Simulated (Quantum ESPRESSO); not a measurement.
**NaF (Villiaumite): from Born charge to LO-TO splitting**

How high does the longitudinal optical mode of NaF (Villiaumite) lie, given the transverse one, the Born charge and ε∞?

Method: DFT LDA, scalar-relativistic, plane waves, PseudoDojo norm-conserving pseudopotentials, in Quantum ESPRESSO 7.5.

## (1) The relaxed structure

It takes space group Fm-3m (No. 225, cubic). The conventional cell has a = 4.502 Å, b = 4.502 Å, c = 4.502 Å, α = 90.00°, β = 90.00°, γ = 90.00°. Na has 6 F at 2.25 Å nearest. Nearest to F lie 6 Na at 2.25 Å. Farther neighbours and most contacts between anions are not listed.

Coordinates:

```xyz
2
Lattice="-2.2511 0.0000 2.2511 0.0000 2.2511 2.2511 -2.2511 2.2511 0.0000" Properties=species:S:1:pos:R:3 pbc="T T T"
Na    0.0000    0.0000    0.0000
F    -2.2511    2.2511    2.2511
```

This is the cell after its relaxation at this level of theory, not the database cell from which that began.

## (2) What the response run gave

A linear-response run on the relaxed cell, with the response to an electric field; only its zone-centre results are used. Cutoff 97 Ry, k mesh 8×8×8.

Output:

```text
[banners, grids, parts of the stress and lines that vanish by symmetry left out]
Program PHONON v.7.5
     Reading xml data from directory:

[...]
Exchange-correlation= PW
                           (   1   4   0   0   0   0   0)
[...]
kinetic-energy cut-off    =      97.0000  Ry
     charge density cut-off    =     388.0000  Ry
     convergence threshold     =      1.0E-18
[...]
Exchange-correlation= PW
                           (   1   4   0   0   0   0   0)
[...]
q = (   0.0000000   0.0000000   0.0000000 )
     49 Sym.Ops. (with q -> -q+G )
     G cutoff =  711.3827  (  19795 G-vectors)     FFT grid: ( 40, 40, 40)
     number of k points=    29
[...]
Mode symmetry, O_h (m-3m)  point group:
[...]
Dielectric constant
[...]
End of electric fields calculation
          Dielectric constant in cartesian axis
          (       1.930666886       0.000000000       0.000000000 )
          (       0.000000000       1.930666886      -0.000000000 )
          (       0.000000000      -0.000000000       1.930666886 )
          Effective charges (d Force / dE) in cartesian axis without acoustic sum rule applied (asr)
           atom    1  Na    Mean Z*:        0.99905
      Ex  (        0.99905        0.00000        0.00000 )
      Ey  (       -0.00000        0.99905       -0.00000 )
      Ez  (        0.00000       -0.00000        0.99905 )
           atom    2  F     Mean Z*:       -0.99842
      Ex  (       -0.99842        0.00000        0.00000 )
      Ey  (        0.00000       -0.99842       -0.00000 )
      Ez  (        0.00000       -0.00000       -0.99842 )
          Effective charges Sum: Mean:        0.00063
[...]
Effective charges (d Force / dE) in cartesian axis with asr applied:
           atom    1  Na    Mean Z*:        0.99874
[...]
atom    2  F     Mean Z*:       -0.99874
[...]
Representation #   1 modes #   1   2   3
[...]
End of self-consistent calculation
     Convergence has been achieved
     Representation #   2 modes #   4   5   6
[...]
End of self-consistent calculation
     Convergence has been achieved
[...]
Dielectric constant in cartesian axis
          (       1.930666886       0.000000000       0.000000000 )
          (       0.000000000       1.930666886      -0.000000000 )
          (       0.000000000      -0.000000000       1.930666886 )
          Effective charges (d Force / dE) in cartesian axis without acoustic sum rule applied (asr)
           atom    1  Na    Mean Z*:        0.99905
      Ex  (        0.99905        0.00000        0.00000 )
      Ey  (       -0.00000        0.99905       -0.00000 )
      Ez  (        0.00000       -0.00000        0.99905 )
           atom    2  F     Mean Z*:       -0.99842
      Ex  (       -0.99842        0.00000        0.00000 )
      Ey  (        0.00000       -0.99842       -0.00000 )
      Ez  (        0.00000       -0.00000       -0.99842 )
          Effective charges Sum: Mean:        0.00063
[...]
Effective charges (d Force / dE) in cartesian axis with asr applied:
           atom    1  Na    Mean Z*:        0.99874
[...]
atom    2  F     Mean Z*:       -0.99874
[...]
q = (    0.000000000   0.000000000   0.000000000 )
[...]
freq (    1) =       0.104483 [THz] =       3.485173 [cm-1]
     freq (    2) =       0.104483 [THz] =       3.485173 [cm-1]
     freq (    3) =       0.104483 [THz] =       3.485173 [cm-1]
     freq (    4) =       8.276567 [THz] =     276.076555 [cm-1]
     freq (    5) =       8.276567 [THz] =     276.076555 [cm-1]
     freq (    6) =       8.276567 [THz] =     276.076555 [cm-1]
[...]
Mode symmetry, O_h (m-3m)  point group:
     freq (   1-   3) =          3.5  [cm-1]   --> T_1u G_15  G_4- I
     freq (   4-   6) =        276.1  [cm-1]   --> T_1u G_15  G_4- I

   JOB DONE.
```

```csv
quantity,value
cell volume Ω (Å³),22.813
mass of Na (u),22.990
mass of F (u),18.998
"Born charge of Na, raw (e)",0.999
"Born charge of F, raw (e)",-0.998
ε∞,1.931
ω(TO) after the sum rule (cm⁻¹),276.1
```

## (3) The calculation

The charges must sum to zero over the cell; taking off their mean, 0.000 e, leaves Z* = 0.999 e on Na. In the polar mode Na moves against F, so the reduced mass is μ = 22.99 × 19.00 / 41.99 = 10.402 u.

A longitudinal wave builds up a field that adds to the restoring force: ω(LO)² = ω(TO)² + 4π Z*² / (μ Ω ε∞), in Hartree atomic units. With μ = 18962 electron masses and Ω = 153.95 bohr³ the second term is 2.2238e-06 Ha², or 107118 cm⁻² (1 Ha = 219474.6 cm⁻¹).

So ω(LO) = √(76209 + 107118) = 428.2 cm⁻¹, and by the Lyddane-Sachs-Teller relation ε₀ = ε∞ (ω(LO)/ω(TO))² = 4.64.

## (4) Check against the program

The analysis program adds the same non-analytic term to the full matrix, here for q along (1 0 0).

Output:

```text
[banner, memory and clock lines left out]
Program DYNMAT v.7.5

     Reading Dynamical Matrix from file g.dyn
     ...Force constants read
     ...epsilon and Z* read

     Polarizability (A^3 units)
     multiply by 0.763229 for Clausius-Mossotti correction
         1.689564    0.000000    0.000000
         0.000000    1.689564   -0.000000
         0.000000   -0.000000    1.689564

     IR activities are in (D/A)^2/amu units

# mode   [cm-1]    [THz]      IR
    1     -0.00   -0.0000    0.0000
    2     -0.00   -0.0000    0.0000
    3      0.00    0.0000    0.0000
    4    276.06    8.2761    2.2123
    5    276.06    8.2761    2.2123
    6    428.18   12.8365    2.2123
```

ε₀ comes from the program's run without a direction of q.

```csv
quantity,by hand,program
ω(LO) (cm⁻¹),428.2,428.2
ε₀,4.64,4.64
```

## (5) What came out

| Quantity | Value |
| --- | --- |
| TO mode | 276.1 cm⁻¹ |
| LO mode | 428.2 cm⁻¹ |
| static dielectric constant | 4.645 |

What this shows: The LO mode of NaF (Villiaumite) lies at 428 cm⁻¹, 152 cm⁻¹ above the TO mode; the formula meets the program within 0.1 cm⁻¹, as it must for a cubic crystal with one polar mode. ω(LO)² − ω(TO)² goes with Z*²/ε∞: an error of 5 % in ε∞ would move the LO mode by 6.0 cm⁻¹, and semilocal functionals tend to overestimate ε∞. These are harmonic values at zero temperature, at the volume of this functional, for the structure held cubic; stability elsewhere in the zone is no part of this calculation.

[Host names and launcher messages were left out of these logs when they were recorded.]

[Logs are printed without paths, hosts, clocks, repeated set-up lines and the standing remarks that a program may print on its own settings, such as how far it seeks lower states.]

[Hosts, paths, dates, database ids (printed as entryN), source tags and the programs' standing remarks are cut or masked in the printed files.]
